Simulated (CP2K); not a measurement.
Two runs for the O K edge of nitryl fluoride. Run A: CP2K XAS_TDP, all-electron GAPW, PBEh(45%), aug-cc-pVTZ, TDA, no relativity. Run B differs in one setting.

First lines with a strength over 0.0015. A:

| atom | energy (eV) | states | strength, one atom |
| --- | --- | --- | --- |
| O3 (bonded to N) | 527.67 | 1 | 0.0399 |
|  | 530.29 | 1 | 0.0239 |
|  | 534.55 | 1 | 0.0046 |
|  | 535.93 | 1 | 0.0351 |
|  | 536.12 | 1 | 0.0043 |
| O4 (bonded to N) | 527.69 | 1 | 0.0399 |
|  | 530.29 | 1 | 0.0242 |
|  | 534.57 | 1 | 0.0045 |
|  | 535.95 | 1 | 0.0350 |
|  | 536.14 | 1 | 0.0043 |

B:

| atom | energy (eV) | states | strength, one atom |
| --- | --- | --- | --- |
| O3 (bonded to N) | 530.62 | 1 | 0.0397 |
|  | 533.25 | 1 | 0.0238 |
|  | 537.51 | 1 | 0.0046 |
|  | 538.89 | 1 | 0.0350 |
|  | 539.08 | 1 | 0.0043 |
| O4 (bonded to N) | 530.64 | 1 | 0.0396 |
|  | 533.24 | 1 | 0.0241 |
|  | 537.52 | 1 | 0.0045 |
|  | 538.90 | 1 | 0.0348 |
|  | 539.09 | 1 | 0.0043 |

Which was it: the basis, scalar relativity switched on, the functional, GW2X switched on?

GW2X switched on. GW2X shifts an atom's lines together and keeps their spacings. Against PBEh(45%) in aug-cc-pVTZ, the leading lines move by +2.95 eV (O3, to 530.62) and +2.95 eV (O4, to 530.64).

[Hosts, paths, dates, database ids (printed as entryN), source tags and the programs' standing remarks are cut or masked in the printed files.]
